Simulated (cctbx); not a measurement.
# Accept or mend?

Cell a = 5.8920 Å, b = 5.8920 Å, c = 4.0230 Å, α = 90.00°, β = 90.00°, γ = 90.00°; space group P4/mbm (no. 127).

The data are simulated with cctbx, not measured: Cu Kα, λ = 1.54184 Å, to d = 0.83 Å, 95 % of the full sphere, strongest reflection 40000 counts, noise from counting, a 6 % proportional error and a noise floor of 4 counts (s.d.); no absorption.

An anisotropic refinement with weights 1/σ² prints:

```text
Rint 0.038, 15 unique reflections to 1.63 A
cycle     R1     wR2    GooF  max shift (A)
   1  0.0095  0.0289   2.050   0.06998
   2  0.0035  0.0074   0.524   0.00020
final R1 0.0035 wR2 0.0074 GooF 0.524  parameters 10  data/parameter 1.5
atom        x        y        z      Ueq    occ   su(xyz)  su(Uiso or U11)
Gd1    0.00000  0.00000  0.00000   0.0178  1.000  0.00000  0.0016
Ga1    0.63805  0.86195  0.50000   0.0212  1.000  0.00083  0.0024
N1     0.85094  0.64906  0.50000   0.0436  1.000  0.00479  0.0254  NPD
difference map: max 0.04 min -0.10 rms 0.02
Q1    0.9902  0.2666  0.0000    8    0.04  1.57 A from Gd1
Q2    0.1656  0.6656  0.4013    8    0.03  0.46 A from Ga1
Q3    0.0885  0.3039  0.3151   16    0.02  0.87 A from N1
Q4    0.2487  0.2513  0.5000    4    0.01  0.83 A from N1
Q5    0.0000  0.0000  0.0768    4    0.00  0.31 A from Gd1
```

**Question.** Can this result stand? If not, what is the likely fault?

Mend it. The fault: data cut at low resolution. Against the right model at the same level, R1 goes from 0.0089 to 0.0035 and GooF from 0.89 to 0.52 and N1 goes non-positive-definite. The atoms are right, but there are too few data for the parameters: R1 flatters and the s.u.s grow. Data per parameter fall from 8.5 to 1.5.

The compound is GdGa2N2. The right model at the same level gives:

```text
Rint 0.044, 85 unique reflections to 0.83 A
cycle     R1     wR2    GooF  max shift (A)
   1  0.0189  0.0700   3.178   0.00150
   2  0.0089  0.0196   0.888   0.00000
final R1 0.0089 wR2 0.0196 GooF 0.888  parameters 10  data/parameter 8.5
atom        x        y        z      Ueq    occ   su(xyz)  su(Uiso or U11)
Gd1    0.00000  0.00000  0.00000   0.0172  1.000  0.00000  0.0002
Ga1    0.63621  0.86379  0.50000   0.0205  1.000  0.00006  0.0002
N1     0.84239  0.65761  0.50000   0.0246  1.000  0.00055  0.0014
difference map: max 0.28 min -0.47 rms 0.10
Q1    0.9898  0.2405  0.1406   16    0.28  1.53 A from Gd1
Q2    0.0762  0.1504  0.3890   16    0.26  1.31 A from N1
Q3    0.1215  0.3785  0.3778    8    0.20  0.58 A from N1
Q4    0.0000  0.0000  0.0000    2    0.18  0.00 A from Gd1
Q5    0.0123  0.3328  0.2869   16    0.18  1.21 A from N1
Q6    0.2063  0.1966  0.0000    8    0.17  1.68 A from Gd1
```

This is a model crystal, built by substitution and not relaxed, with assumed displacement parameters.

[Middle refinement cycles are left out of these outputs.]

[Logs are printed without paths, hosts, clocks, repeated set-up lines and the standing remarks that a program may print on its own settings, such as how far it seeks lower states.]
